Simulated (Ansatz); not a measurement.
# Meshes and cutoff for the phonons of GaAs (F-43m), part 2 of 3

Wanted: convergence of the phonons of GaAs (F-43m) against cost.

Ansatz 0.2.0; DFT LDA, scalar-relativistic, plane waves, PAW; PAW set soft_1.

So far, highest frequency on the path or at a solved wavevector (cm⁻¹): step 3 (response at finite wavevector) 286; step 4 (q mesh 2×2×2) 286. The relaxed cell has a = 5.603 Å (conventional setting).

## Step 6: Another k mesh, k-mesh 6×6×6, q mesh 2×2×2

The k mesh is changed to 6×6×6 on a small fixed q mesh, to find the coarsest that serves.

Contents of input.yaml:

```yaml
crystal:
  lattice:
    - [0.0, 2.8016813138, 2.8016813138]
    - [2.8016813138, 0.0, 2.8016813138]
    - [2.8016813138, 2.8016813138, 0.0]
  atoms:
    - { symbol: Ga, position: [0.0, 0.0, 0.0] }
    - { symbol: As, position: [0.25, 0.25, 0.25] }
kpoints:
  mp_grid: { grid: [6, 6, 6] }
hamiltonian:
  xc: lda
  pseudopotentials: { kind: paw, azcp: { folder: soft_1 }, xc_functional: pbe }
scf:
  occupations: { method: fixed }
output:
  eigenvalues: true
phonons:
  method: dfpt
  dielectric: true
  rigid_motions: translations
  qmesh: [2, 2, 2]
  temperatures: { t_max: 1000, t_step: 50 }
  qpath:
    path:
      - [[0.0, 0.0, 0.0], [-0.5, -0.5, 0.0], [-0.375, -0.375, 0.25]]
      - [[-0.375, 0.0, 0.375], [0.0, 0.0, 0.0], [0.0, 0.0, 0.5], [-0.5, -0.25, 0.25], [-0.5, -0.5, 0.0]]
    npoints: 10
```

Launch:

```console
ansatz run input.yaml --threads 8 --pin off --max-ram 16384MiB --backend cpu --events-out ev --progress --plain --runs-dir out
```

Numbers of over 12 decimals in the logs are rounded to 6 here.

The log of the run:

```text
[...]
Crystal: 2 atoms, lattice volume = 43.983 Å³
Basis set: ecut = 420 eV, 869 PW (Γ), exchange–correlation on 54×54×54 points (8 copies of the dense FFT grid, shifted against one another)
Bands: 18, of which v1, the nominal top of the filled ones, is band 14 counted from 1 (13 counted from 0)
Symmetry: 24 space group operations
k-points: 46 of 216 (irreducible under 4 space group operations, time reversal used)
[...]
SCF iter   1: F=—  HF=-8481.437001 eV  |F-HF|=—  |Δ(HF+E_count)|=         —  Δρ=4.31e-2  dr2=5.14e-1  ethr=3.10e-3  ⟨swp⟩=4.7  Hψ=3606  notcnv=0  defer=76
[...]
SCF iter   9: F=-8481.279701 eV  HF=-8481.279701 eV  |F-HF|=3.64e-12  |Δ(HF+E_count)|=   2.01e-9  Δρ=3.05e-7  dr2=1.23e-11  ethr=1.00e-12  ⟨swp⟩=6.4  Hψ=5535  notcnv=0
SCF 1 converged in 9 iterations: F = -8481.279701 eV  dr2 = 1.23e-11
[...]
DFPT response loops at Γ: preconditioner auto → none (the input reference at scf.mixing.eps_inf says where Resta's filter doesn't serve); β = 0.50; Broyden in place of MSR1
── the response to a field inside a basis, on 8×8×8 k-points: an SCF that follows is theirs, and a resumed run solves both again ──
Bands: 15, of which v1, the nominal top of the filled ones, is band 14 counted from 1 (13 counted from 0)
k-points: 60
[...]
Eigensolver: Dense (60 Hₖ)
SCF iter   1: F=—  HF=-8481.306251 eV  |F-HF|=—  |Δ(HF+E_count)|=         —  Δρ=6.85e-4  dr2=2.53e-4  ethr=1.00e-1
[...]
SCF iter   5: F=-8481.306168 eV  HF=-8481.306168 eV  |F-HF|=8.95e-9  |Δ(HF+E_count)|=   1.17e-7  Δρ=4.74e-6  dr2=6.60e-9  ethr=9.28e-10
SCF 1 converged in 5 iterations: F = -8481.306168 eV  dr2 = 6.60e-9
[...]
WARN: field response: ε∞ stands inside a basis, on 8×8×8 points; the force constants stand on the 6×6×6 k-mesh, whose period is 8.43 times the interband length at k = (0.0000, 0.0000, 0.0000), direct gap 0.485 eV, under 14: take them and everything formed from them as unconverged, and compare with a denser kpoints.mp_grid
[...]
SCF converged after 9 iterations
Free energy (F): -8481.279701 eV
[...]
Internal energy: -8481.279701 eV  (E = F + TS)
E sigma→0 (E₀):  -8481.279701 eV
Fermi energy:    7.982073 eV
[...]
--- Band table (eV; the first three rows and the last of 46) ---
  k-point 0: bands = [... 10 lower, -4.9960, 7.9821, 7.9821, 7.9821, 8.4674, 11.6703, 11.6703, 11.6703]
  k-point 1: bands = [... 10 lower, -4.6636, 5.1917, 7.5831, 7.5831, 9.5741, 12.2355, 12.2355, 12.6383]
  k-point 2: bands = [... 10 lower, -3.8031, 2.4495, 7.0171, 7.0171, 9.1237, 12.6526, 12.6526, 15.1973]
  k-point 45: bands = [... 10 lower, -2.5810, 1.3150, 4.1681, 5.4155, 11.5704, 12.2538, 14.1993, 15.3692]
--- Phonons (Γ-DFPT): 2 representative perturbations + reference, on 46 of 216 k-points (Σ response iterations 6) ---
  k mesh reduced under 4 symmetry operations, with k and −k counted as one. Each operation leaves every solved perturbation unchanged. A smaller set is not considered because the run solves the response to a homogeneous field
  ASR residual: 2.474e-4 → 0.000e0 eV/Å²; symmetrization residual: 1.635e-6 eV/Å²
  ASR residual per site (eV/Å²): 2.47e-4 5.61e-5
  Γ frequencies (cm⁻¹): 0.00 0.00 0.00 269.44 269.44 269.44
  ε∞ (high-frequency dielectric tensor):
       13.971811     0.000000    -0.000000
        0.000000    13.971811     0.000000
       -0.000000     0.000000    13.971811
  ε⁰ (static dielectric tensor: ions relaxed, cell fixed):
       15.783553     0.000000    -0.000000
        0.000000    15.783553    -0.000000
       -0.000000    -0.000000    15.783553
  ε⁰ − ε∞ (ionic part):
        1.811743     0.000000    -0.000000
        0.000000     1.811743    -0.000000
       -0.000000    -0.000000     1.811743
  softest optical mode at Γ: 269.44 cm⁻¹; the repairs (sum rule, projections) moved no ω² at Γ by more than (1.00 cm⁻¹)²
  Born effective charges Z* (e; rows j = field, columns β = displacement):
    site 0:
         2.06055    0.00000   -0.00000
         0.00000    2.06055    0.00000
        -0.00000    0.00000    2.06055
    site 1:
        -2.06055   -0.00000    0.00000
        -0.00000   -2.06055   -0.00000
         0.00000   -0.00000   -2.06055
  Z* charge neutrality: 1.190e-4 e pre-enforcement
  solved inside a basis spanned on kpoints, on 8×8×8 k-points transformed towards the longest dipole: ε∞ is read to err by 4.0e-2, Z* by 1.6e-2 e (field_mesh: kpoints solves on kpoints); Z* is corrected for what the basis lacks
  optical modes at Γ without the LO–TO term, one row a degenerate level:
      ω (cm⁻¹)  modes    IR ((D/Å)²/amu)
        269.44      3             8.1371
  optical modes at Γ + LO–TO along q̂ = [1.0000, 0.0000, 0.0000]:
      ω (cm⁻¹)  modes    IR ((D/Å)²/amu)
        269.44      2             5.4247
        286.38      1             2.7124
  optical modes at Γ + LO–TO along q̂ = [0.0000, 1.0000, 0.0000]:
      ω (cm⁻¹)  modes    IR ((D/Å)²/amu)
        269.44      2             5.4247
        286.38      1             2.7124
  optical modes at Γ + LO–TO along q̂ = [0.0000, 0.0000, 1.0000]:
      ω (cm⁻¹)  modes    IR ((D/Å)²/amu)
        269.44      2             5.4247
        286.38      1             2.7124
--- Phonons (arbitrary-q DFPT): 3 irreducible q on the 2×2×2 mesh ---
[...]
interpolated dispersion: 63 rows × 6 modes
[...]
```

The job ended after 23 s (8 threads of Intel Xeon at 2.70GHz, shared host; peak memory 0.62 GiB).

The run finished; it serves as a test, and its numbers are not taken as the result.

## Step 7: Another k mesh, k-mesh 10×10×10, q mesh 2×2×2

The k mesh is changed to 10×10×10 on a small fixed q mesh, to find the coarsest that serves.

Changes to input.yaml since step 6:

```diff
@@ -9,3 +9,3 @@
 kpoints:
-  mp_grid: { grid: [6, 6, 6] }
+  mp_grid: { grid: [10, 10, 10] }
 hamiltonian:
```

The log of the run:

```text
[...]
Crystal: 2 atoms, lattice volume = 43.983 Å³
Basis set: ecut = 420 eV, 869 PW (Γ), exchange–correlation on 54×54×54 points (8 copies of the dense FFT grid, shifted against one another)
Bands: 18, of which v1, the nominal top of the filled ones, is band 14 counted from 1 (13 counted from 0)
Symmetry: 24 space group operations
k-points: 171 of 1000 (irreducible under 4 space group operations, time reversal used)
[...]
SCF iter   1: F=—  HF=-8481.460063 eV  |F-HF|=—  |Δ(HF+E_count)|=         —  Δρ=4.26e-2  dr2=5.03e-1  ethr=3.10e-3  ⟨swp⟩=4.8  Hψ=13424  notcnv=0  defer=308
[...]
SCF iter   9: F=-8481.306040 eV  HF=-8481.306040 eV  |F-HF|=3.64e-12  |Δ(HF+E_count)|=   2.03e-9  Δρ=2.99e-7  dr2=1.20e-11  ethr=1.00e-12  ⟨swp⟩=6.4  Hψ=20855  notcnv=0
SCF 1 converged in 9 iterations: F = -8481.306040 eV  dr2 = 1.20e-11
[...]
Bands: 15, of which v1, the nominal top of the filled ones, is band 14 counted from 1 (13 counted from 0)
k-points: 182
[...]
Eigensolver: Dense (182 Hₖ)
SCF iter   1: F=—  HF=-8481.306268 eV  |F-HF|=—  |Δ(HF+E_count)|=         —  Δρ=1.16e-4  dr2=4.20e-6  ethr=1.00e-1
[...]
SCF iter   4: F=-8481.306266 eV  HF=-8481.306266 eV  |F-HF|=2.16e-9  |Δ(HF+E_count)|=   6.45e-8  Δρ=2.41e-6  dr2=1.50e-9  ethr=1.83e-10
SCF 1 converged in 4 iterations: F = -8481.306266 eV  dr2 = 1.50e-9
[...]
SCF converged after 9 iterations
Free energy (F): -8481.306040 eV
[...]
Internal energy: -8481.306040 eV  (E = F + TS)
E sigma→0 (E₀):  -8481.306040 eV
Fermi energy:    7.972242 eV
[...]
--- Band table (eV; the first three rows and the last of 171) ---
  k-point 0: bands = [... 10 lower, -5.0044, 7.9722, 7.9722, 7.9722, 8.4619, 11.6686, 11.6686, 11.6686]
  k-point 1: bands = [... 10 lower, -4.8825, 6.4142, 7.8054, 7.8054, 9.4365, 11.9129, 11.9129, 11.9226]
  k-point 2: bands = [... 10 lower, -4.5322, 4.5838, 7.4483, 7.4483, 9.5090, 12.3852, 12.3852, 13.1191]
  k-point 170: bands = [... 10 lower, -2.4375, 1.2479, 4.0850, 4.9675, 11.9939, 12.5708, 13.6718, 14.6476]
[...]
ASR residual: 2.476e-4 → 0.000e0 eV/Å²; symmetrization residual: 1.656e-6 eV/Å²
  ASR residual per site (eV/Å²): 2.48e-4 6.87e-5
  Γ frequencies (cm⁻¹): 0.00 0.00 0.00 268.82 268.82 268.82
  ε∞ (high-frequency dielectric tensor):
       13.972720     0.000000    -0.000000
        0.000000    13.972720     0.000000
       -0.000000     0.000000    13.972720
  ε⁰ (static dielectric tensor: ions relaxed, cell fixed):
       15.792743     0.000000    -0.000000
        0.000000    15.792743     0.000000
       -0.000000     0.000000    15.792743
  ε⁰ − ε∞ (ionic part):
        1.820023     0.000000    -0.000000
        0.000000     1.820023    -0.000000
       -0.000000    -0.000000     1.820023
[...]
Born effective charges Z* (e; rows j = field, columns β = displacement):
    site 0:
         2.06051    0.00000   -0.00000
         0.00000    2.06051    0.00000
        -0.00000    0.00000    2.06051
    site 1:
        -2.06051   -0.00000    0.00000
        -0.00000   -2.06051   -0.00000
         0.00000   -0.00000   -2.06051
  Z* charge neutrality: 8.856e-5 e pre-enforcement
[...]
optical modes at Γ without the LO–TO term, one row a degenerate level:
      ω (cm⁻¹)  modes    IR ((D/Å)²/amu)
        268.82      3             8.1368
  optical modes at Γ + LO–TO along q̂ = [1.0000, 0.0000, 0.0000]:
      ω (cm⁻¹)  modes    IR ((D/Å)²/amu)
        268.82      2             5.4245
        285.79      1             2.7123
  optical modes at Γ + LO–TO along q̂ = [0.0000, 1.0000, 0.0000]:
      ω (cm⁻¹)  modes    IR ((D/Å)²/amu)
        268.82      2             5.4245
        285.79      1             2.7123
  optical modes at Γ + LO–TO along q̂ = [0.0000, 0.0000, 1.0000]:
      ω (cm⁻¹)  modes    IR ((D/Å)²/amu)
        268.82      2             5.4245
        285.79      1             2.7123
--- Phonons (arbitrary-q DFPT): 3 irreducible q on the 2×2×2 mesh ---
[...]
interpolated dispersion: 63 rows × 6 modes
[...]
```

It took 47 s on 8 threads; peak memory 1.1 GiB.

The run finished; it serves as a test, and its numbers are not taken as the result.

## Step 8: Another k mesh, k-mesh 16×16×16, q mesh 2×2×2

The k mesh is changed to 16×16×16 on a small fixed q mesh, to find the coarsest that serves.

Changes to input.yaml since step 7:

```diff
@@ -9,3 +9,3 @@
 kpoints:
-  mp_grid: { grid: [10, 10, 10] }
+  mp_grid: { grid: [16, 16, 16] }
 hamiltonian:
```

The log of the run:

```text
[...]
Crystal: 2 atoms, lattice volume = 43.983 Å³
Basis set: ecut = 420 eV, 869 PW (Γ), exchange–correlation on 54×54×54 points (8 copies of the dense FFT grid, shifted against one another)
Bands: 18, of which v1, the nominal top of the filled ones, is band 14 counted from 1 (13 counted from 0)
Symmetry: 24 space group operations
[...]
optical modes at Γ + LO–TO along q̂ = [0.0000, 1.0000, 0.0000]:
      ω (cm⁻¹)  modes    IR ((D/Å)²/amu)
        268.69      2             5.4244
        285.67      1             2.7122
  optical modes at Γ + LO–TO along q̂ = [0.0000, 0.0000, 1.0000]:
      ω (cm⁻¹)  modes    IR ((D/Å)²/amu)
        268.69      2             5.4244
        285.67      1             2.7122
--- Phonons (arbitrary-q DFPT): 3 irreducible q on the 2×2×2 mesh ---
[...]
interpolated dispersion: 63 rows × 6 modes
[...]
[key lines of the parts left out:]
SCF converged after 9 iterations
Free energy (F): -8481.307459 eV
Fermi energy:    7.971456 eV
```

Elapsed: 2.5 min, on 8 threads; peak memory 3.1 GiB.

Frequencies (cm⁻¹) solved at each irreducible wavevector; negative means imaginary. Frequencies by wavevector, by row:

```csv
q in reciprocal lattice units,star,mode 1,mode 2,mode 3,mode 4,mode 5,mode 6
0 0 0,1,0,0,0,268.7,268.7,268.7
0 0 -0.5,4,59.5,59.5,205.9,236.7,261.7,261.7
0 -0.5 -0.5,3,75.4,75.4,220.9,236,253.6,253.6
```

The highest optical mode at the zone centre (no LO-TO term) is 268.7 cm⁻¹, +0.0 cm⁻¹ against the base run.

The log warns of the k mesh: “the force constants stand on the 16×16×16 k-mesh, whose period is 9.68 times the interband length at k = (0.0000, 0.0000, 0.0000), direct gap 0.490 eV, under 14: take them and everything formed from them as unconverged”.

## Step 9: Another k mesh, q mesh 2×2×2

The k mesh is changed to 20×20×20 on a small fixed q mesh, to find the coarsest that serves.

Changes to input.yaml since step 8:

```diff
@@ -9,3 +9,3 @@
 kpoints:
-  mp_grid: { grid: [16, 16, 16] }
+  mp_grid: { grid: [20, 20, 20] }
 hamiltonian:
```

The log of the run:

```text
[...]
Crystal: 2 atoms, lattice volume = 43.983 Å³
Basis set: ecut = 420 eV, 869 PW (Γ), exchange–correlation on 54×54×54 points (8 copies of the dense FFT grid, shifted against one another)
Bands: 18, of which v1, the nominal top of the filled ones, is band 14 counted from 1 (13 counted from 0)
Symmetry: 24 space group operations
[...]
optical modes at Γ + LO–TO along q̂ = [0.0000, 1.0000, 0.0000]:
      ω (cm⁻¹)  modes    IR ((D/Å)²/amu)
        268.68      2             5.4239
        285.66      1             2.7120
  optical modes at Γ + LO–TO along q̂ = [0.0000, 0.0000, 1.0000]:
      ω (cm⁻¹)  modes    IR ((D/Å)²/amu)
        268.68      2             5.4239
        285.66      1             2.7120
--- Phonons (arbitrary-q DFPT): 3 irreducible q on the 2×2×2 mesh ---
[...]
interpolated dispersion: 63 rows × 6 modes
[...]
[key lines of the parts left out:]
SCF converged after 9 iterations
Free energy (F): -8481.307512 eV
Fermi energy:    7.971420 eV
```

It took 4.4 min on 8 threads; peak memory 5.5 GiB; 27 min of CPU time.

The highest optical mode at the zone centre (no LO-TO term) is 268.7 cm⁻¹, +0.0 cm⁻¹ against the base run.

The log warns of the k mesh: “the force constants stand on the 20×20×20 k-mesh, whose period is 10.12 times the interband length at k = (0.0000, 0.0000, 0.0000), direct gap 0.490 eV, under 14: take them and everything formed from them as unconverged”.

## Step 10: Another cutoff, cutoff 170 eV, q mesh 2×2×2

The cutoff is set to 170 eV on a small fixed q mesh.

Changes to input.yaml since step 9:

```diff
@@ -19,4 +19,2 @@
   method: dfpt
-  dielectric: true
-  rigid_motions: translations
   qmesh: [2, 2, 2]
@@ -28 +26,3 @@
     npoints: 10
+basis:
+  ecutwfc: 170
```

The log of the run:

```text
Warning: basis.ecutwfc = 170 eV is below the records' recommended 420 eV, and the density's cutoff is lower with it unless basis.ecutrho_ratio is high enough to keep the records' density cutoff: compare with a run at a higher cutoff
[...]
Crystal: 2 atoms, lattice volume = 43.983 Å³
Basis set: ecut = 170 eV, 229 PW (Γ), exchange–correlation on 36×36×36 points (8 copies of the dense FFT grid, shifted against one another)
Bands: 18, of which v1, the nominal top of the filled ones, is band 14 counted from 1 (13 counted from 0)
Symmetry: 24 space group operations
k-points: 256 of 8000 (time reversal used)
[...]
SCF iter   1: F=—  HF=-8459.153329 eV  |F-HF|=—  |Δ(HF+E_count)|=         —  Δρ=7.46e-2  dr2=1.34e0  ethr=3.10e-3  ⟨swp⟩=3.6  Hψ=16189  notcnv=0  defer=453
[...]
SCF iter   9: F=-8450.608823 eV  HF=-8450.608823 eV  |F-HF|=3.64e-12  |Δ(HF+E_count)|=  1.64e-11  Δρ=3.45e-8  dr2=2.74e-13  ethr=1.00e-12  ⟨swp⟩=5.4  Hψ=19334  notcnv=0
SCF 1 converged in 9 iterations: F = -8450.608823 eV  dr2 = 2.74e-13
[...]
k-points: 1166 of 8000 (irreducible under 4 space group operations, time reversal used)
[...]
SCF iter   2: F=-8450.608823 eV  HF=-8450.608823 eV  |F-HF|=3.64e-12  |Δ(HF+E_count)|=  2.75e-10  Δρ=2.64e-8  dr2=2.12e-13  ethr=1.00e-12  ⟨swp⟩=5.1  Hψ=62197  notcnv=0
SCF 2 converged in 2 iterations: F = -8450.608823 eV  dr2 = 2.12e-13
[...]
Bands: 15, of which v1, the nominal top of the filled ones, is band 14 counted from 1 (13 counted from 0)
k-points: 1012
[...]
Eigensolver: Dense (1012 Hₖ)
SCF iter   1: F=—  HF=-8480.703056 eV  |F-HF|=—  |Δ(HF+E_count)|=         —  Δρ=7.84e-2  dr2=1.16e0  ethr=1.00e-1
[...]
SCF iter   7: F=-8475.489491 eV  HF=-8475.489491 eV  |F-HF|=5.68e-9  |Δ(HF+E_count)|=   1.53e-7  Δρ=6.53e-6  dr2=1.24e-8  ethr=4.06e-9
SCF 1 converged in 7 iterations: F = -8475.489491 eV  dr2 = 1.24e-8
[...]
SCF converged after 9 iterations
Free energy (F): -8450.608823 eV
[...]
Internal energy: -8450.608823 eV  (E = F + TS)
E sigma→0 (E₀):  -8450.608823 eV
Fermi energy:    7.427104 eV
[...]
--- Band table (eV; the first three rows and the last of 256) ---
  k-point 0: bands = [... 10 lower, -5.4985, 7.4271, 7.4271, 7.4271, 7.5478, 11.5633, 11.5633, 11.5633]
  k-point 1: bands = [... 10 lower, -5.4657, 6.6290, 7.3856, 7.3856, 8.2152, 11.5755, 11.6208, 11.6208]
  k-point 2: bands = [... 10 lower, -5.3796, 5.7585, 7.2832, 7.2832, 8.7101, 11.7138, 11.7998, 11.7998]
  k-point 255: bands = [... 10 lower, -3.1239, 0.6867, 3.9325, 4.1883, 12.0751, 12.3558, 13.0007, 13.9655]
[...]
ASR residual: 1.117e-5 → 0.000e0 eV/Å²; symmetrization residual: 1.405e-5 eV/Å²
  ASR residual per site (eV/Å²): 8.47e-6 1.12e-5
  Γ frequencies (cm⁻¹): 0.00 0.00 0.00 251.65 251.65 251.65
  Unit cell's response to a homogeneous field: 3 representative field directions (Σ response iterations 15)
  ε∞ (high-frequency dielectric tensor):
       14.100387     0.000000     0.000000
        0.000000    14.100387     0.000000
        0.000000     0.000000    14.100387
  ε⁰ (static dielectric tensor): not given — the deck does not say what the cell's rigid motions are, and on a molecule in a box or a wire the rigid rotations would enter the sum over the modes at Γ. For a crystal or a slab, whose only rigid motions are the translations, set phonons.rigid_motions: translations.
  Born effective charges Z* (e; rows j = field, columns β = displacement):
    site 0:
         2.24000   -0.00000    0.00000
        -0.00000    2.24000    0.00000
         0.00000    0.00000    2.24000
    site 1:
        -2.24000    0.00000   -0.00000
         0.00000   -2.24000   -0.00000
        -0.00000   -0.00000   -2.24000
  Z* charge neutrality: 2.478e-2 e pre-enforcement
  solved inside a basis spanned on the 20×20×20 k-mesh, on 22×22×22 k-points transformed towards the longest dipole: ε∞ is read to err by 2.2e-1, Z* by 4.3e-2 e; Z* is corrected for what the basis lacks
  optical modes at Γ without the LO–TO term, one row a degenerate level:
      ω (cm⁻¹)  modes    IR ((D/Å)²/amu)
        251.65      3             9.6161
  optical modes at Γ + LO–TO along q̂ = [1.0000, 0.0000, 0.0000]:
      ω (cm⁻¹)  modes    IR ((D/Å)²/amu)
        251.65      2             6.4108
        272.68      1             3.2054
  optical modes at Γ + LO–TO along q̂ = [0.0000, 1.0000, 0.0000]:
      ω (cm⁻¹)  modes    IR ((D/Å)²/amu)
        251.65      2             6.4108
        272.68      1             3.2054
  optical modes at Γ + LO–TO along q̂ = [0.0000, 0.0000, 1.0000]:
      ω (cm⁻¹)  modes    IR ((D/Å)²/amu)
        251.65      2             6.4108
        272.68      1             3.2054
--- Phonons (arbitrary-q DFPT): 3 irreducible q on the 2×2×2 mesh ---
[...]
interpolated dispersion: 63 rows × 6 modes
[...]
```

The job ended after 5 min (8 threads; peak memory 4.2 GiB; 22 min of CPU time).

The run finished; it serves as a test, and its numbers are not taken as the result.

(Continued in part 3 of 3.)

[Logs are printed without paths, hosts, clocks, repeated set-up lines and the standing remarks that a program may print on its own settings, such as how far it seeks lower states.]

[Hosts, paths, dates, database ids (printed as entryN), source tags and the programs' standing remarks are cut or masked in the printed files.]
